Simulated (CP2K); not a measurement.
Consider propargyl alcohol at its PBE geometry (Å).

```xyz
8

C     1.8500   -0.3401    0.7490
C     0.7769   -0.2061    0.2044
C    -0.5134   -0.0395   -0.4502
O    -1.3671    0.7607    0.3955
H     2.7931   -0.4536    1.2400
H    -0.3656    0.4459   -1.4321
H    -0.9608   -1.0336   -0.6338
H    -2.2132    0.8664   -0.0728
```

Method: CP2K XAS_TDP, all-electron GAPW, PBEh(45%), aug-cc-pVDZ, TDA, no relativity.

Where do the C K-edge lines lie, and how strong are they?

Leading lines: C1 281.78 eV, C2 282.03 eV and C3 284.86 eV. The leading line of an atom is its first one with 35 % of the strongest within 2.5 eV of its lowest line over the strength cut. 

The first six lines of each atom with a strength over 0.0015:

```tsv
atom	energy (eV)	states	strength, one atom
C1 (bonded to C and H)	281.78	1	0.0480
	282.32	1	0.0459
	284.35	1	0.0049
	284.80	1	0.0051
	285.55	1	0.0043
	285.71	1	0.0028
C2 (bonded to 2 C)	282.03	1	0.0447
	282.25	1	0.0528
	285.19	1	0.0040
	286.62	1	0.0016
	287.15	1	0.0061
	287.59	1	0.0034
C3 (bonded to C, O and 2 H)	284.86	1	0.0240
	286.07	1	0.0168
	286.10	1	0.0047
	287.16	1	0.0016
	287.30	1	0.0086
	287.45	1	0.0047
```

Lines are vertical, at one geometry, with no vibrational structure. Without a correction of the core level, line positions, and the gaps between valence and Rydberg lines, follow the share of exact exchange. At this level such K lines come out 3 to 6 eV under measured ones. These values hold no scalar relativity, about 0.1 eV for C 1s. Rydberg lines, and the discretised continuum above threshold, depend on the basis and the box.

[Banner, clock and machine lines of the logs are left out without a mark of their own.]

[Logs are printed without paths, hosts, clocks, repeated set-up lines and the standing remarks that a program may print on its own settings, such as how far it seeks lower states.]

[Hosts, paths, dates, database ids (printed as entryN), source tags and the programs' standing remarks are cut or masked in the printed files.]
